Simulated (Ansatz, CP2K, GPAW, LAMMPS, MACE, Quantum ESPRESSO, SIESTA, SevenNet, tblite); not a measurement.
**Liquid Ge at 2600 K (66 atoms), the geometry as built**

66 atoms (66 Ge) placed at random at 5.27 g/cm³, melted at 3500 K for 10 ps at fixed volume with the Tersoff potential (Tersoff, Phys. Rev. B 39, 5566 (1989)). Snapshot at the end of a hold of 5 ps at 2600 K and fixed volume.

Geometry: the geometry as built. Computed with SevenNet 0: machine-learned interatomic potential SevenNet 0, trained on PBE(+U) plane-wave data; its forces lie 26 % r.m.s. from those of plane-wave PBE on this cell; published weights, no electronic structure; density 5.27 g/cm³.

Extended XYZ; positions in Å, forces in eV/Å:

```xyz
66
Lattice="11.473 0.000 0.000 0.000 11.473 0.000 0.000 0.000 11.473" Properties=species:S:1:pos:R:3:forces:R:3 pbc="T T T"
Ge 0.443 8.534 11.406 0.983 1.474 1.642
Ge 3.054 0.630 5.062 0.650 -0.117 0.253
Ge 1.348 6.847 1.330 0.559 -0.520 1.063
Ge 7.210 7.371 5.584 0.823 0.406 -0.514
Ge 0.168 4.649 1.507 -0.331 0.661 -0.598
Ge 8.570 2.108 0.978 -0.353 -0.297 0.053
Ge 5.989 5.292 1.076 -0.594 0.736 0.967
Ge 3.579 4.120 4.014 -0.453 1.153 -0.404
Ge 5.187 6.506 7.597 -1.660 0.187 0.123
Ge 1.178 3.603 4.788 0.353 -0.169 0.430
Ge 1.732 5.695 6.118 -0.451 -0.083 0.246
Ge 5.205 9.807 7.477 -0.183 -0.305 -0.041
Ge 6.581 9.740 5.357 -0.196 0.229 -0.587
Ge 4.534 2.083 3.181 -1.400 -1.024 -0.764
Ge 10.070 11.261 4.049 -0.075 -0.035 0.593
Ge 0.388 10.712 1.415 -1.064 -0.040 -1.266
Ge 6.337 1.768 7.521 0.719 -0.334 0.183
Ge 4.134 7.987 3.942 -0.071 -0.069 -0.440
Ge 10.370 7.649 10.020 -1.794 -0.619 -1.032
Ge 5.834 11.209 9.450 -0.490 1.176 0.230
Ge 7.127 5.328 8.129 0.006 1.777 3.285
Ge 3.967 2.064 7.157 -0.082 0.599 -0.029
Ge 4.220 4.308 8.773 0.503 -0.257 -0.134
Ge 6.924 4.518 4.570 0.751 -0.233 -0.506
Ge 1.903 9.097 9.676 1.915 1.262 -0.628
Ge 4.330 8.168 9.338 0.279 -0.017 -0.004
Ge 9.747 3.045 8.511 0.054 -0.703 -1.082
Ge 6.905 7.667 1.287 -1.233 0.456 -0.504
Ge 6.306 3.908 10.576 -1.277 0.605 -1.240
Ge 7.759 0.496 5.652 -0.042 -0.348 0.637
Ge 9.833 9.583 2.336 0.166 -0.881 -0.308
Ge 1.104 8.910 7.378 0.838 1.120 -0.564
Ge 9.339 11.062 7.640 0.323 -0.220 -0.023
Ge 1.976 3.803 9.715 -0.624 0.901 -1.058
Ge 3.612 6.056 1.990 0.793 -0.546 0.503
Ge 8.489 9.055 9.046 0.231 -0.201 -0.404
Ge 10.528 3.969 3.614 0.480 1.907 -0.039
Ge 9.182 7.060 1.700 -0.321 1.643 2.656
Ge 1.934 1.562 8.672 -0.475 0.500 -0.479
Ge 1.691 8.450 3.503 -0.261 -0.232 -0.210
Ge 3.613 1.950 0.501 -0.220 -0.342 0.856
Ge 9.618 5.790 11.411 1.162 -1.791 -1.507
Ge 0.050 4.465 7.946 1.785 1.065 -0.072
Ge 3.107 0.167 10.119 0.883 -1.778 0.586
Ge 7.982 3.874 6.767 0.769 -2.576 -2.021
Ge 10.791 0.970 9.184 0.158 -0.564 0.404
Ge 1.272 2.818 0.310 -0.305 -0.132 0.753
Ge 3.821 10.956 1.599 0.768 0.247 -0.427
Ge 6.734 2.091 3.900 0.895 -0.006 0.254
Ge 11.404 7.024 4.734 0.679 0.121 0.557
Ge 8.699 3.759 10.407 -0.467 0.525 1.557
Ge 5.869 9.635 2.699 -0.039 -0.010 0.158
Ge 5.950 1.597 11.395 0.803 -0.705 -0.135
Ge 11.146 7.068 7.667 1.087 -1.529 -0.136
Ge 6.466 9.029 10.501 0.114 -0.456 0.583
Ge 10.772 1.231 0.290 0.513 -0.375 -0.682
Ge 0.220 10.876 5.999 -1.348 -1.602 -0.039
Ge 9.153 6.252 4.108 -0.405 -0.546 -0.343
Ge 5.110 6.022 5.152 -0.932 -0.153 0.040
Ge 3.244 9.473 5.989 -0.239 0.263 -0.216
Ge 9.886 2.346 5.758 0.279 0.036 1.384
Ge 0.988 1.531 6.401 0.484 1.493 -0.487
Ge 8.849 7.050 7.375 -1.781 0.533 0.298
Ge 7.998 10.974 1.657 -0.840 0.306 -0.195
Ge 9.198 2.060 3.468 -0.716 -1.183 -1.807
Ge 1.979 10.986 3.137 -0.078 -0.382 0.628
```

The network of bonds at the start is that of the classical potential that made the cell, and needn't be the one that DFT or experiment would give.

The r.m.s. force component is 0.851 eV/Å; the longest force, 3.73 eV/Å, acts on Ge21.

[Logs are printed without paths, hosts, clocks, repeated set-up lines and the standing remarks that a program may print on its own settings, such as how far it seeks lower states.]

[Hosts, paths, dates, database ids (printed as entryN), source tags and the programs' standing remarks are cut or masked in the printed files.]
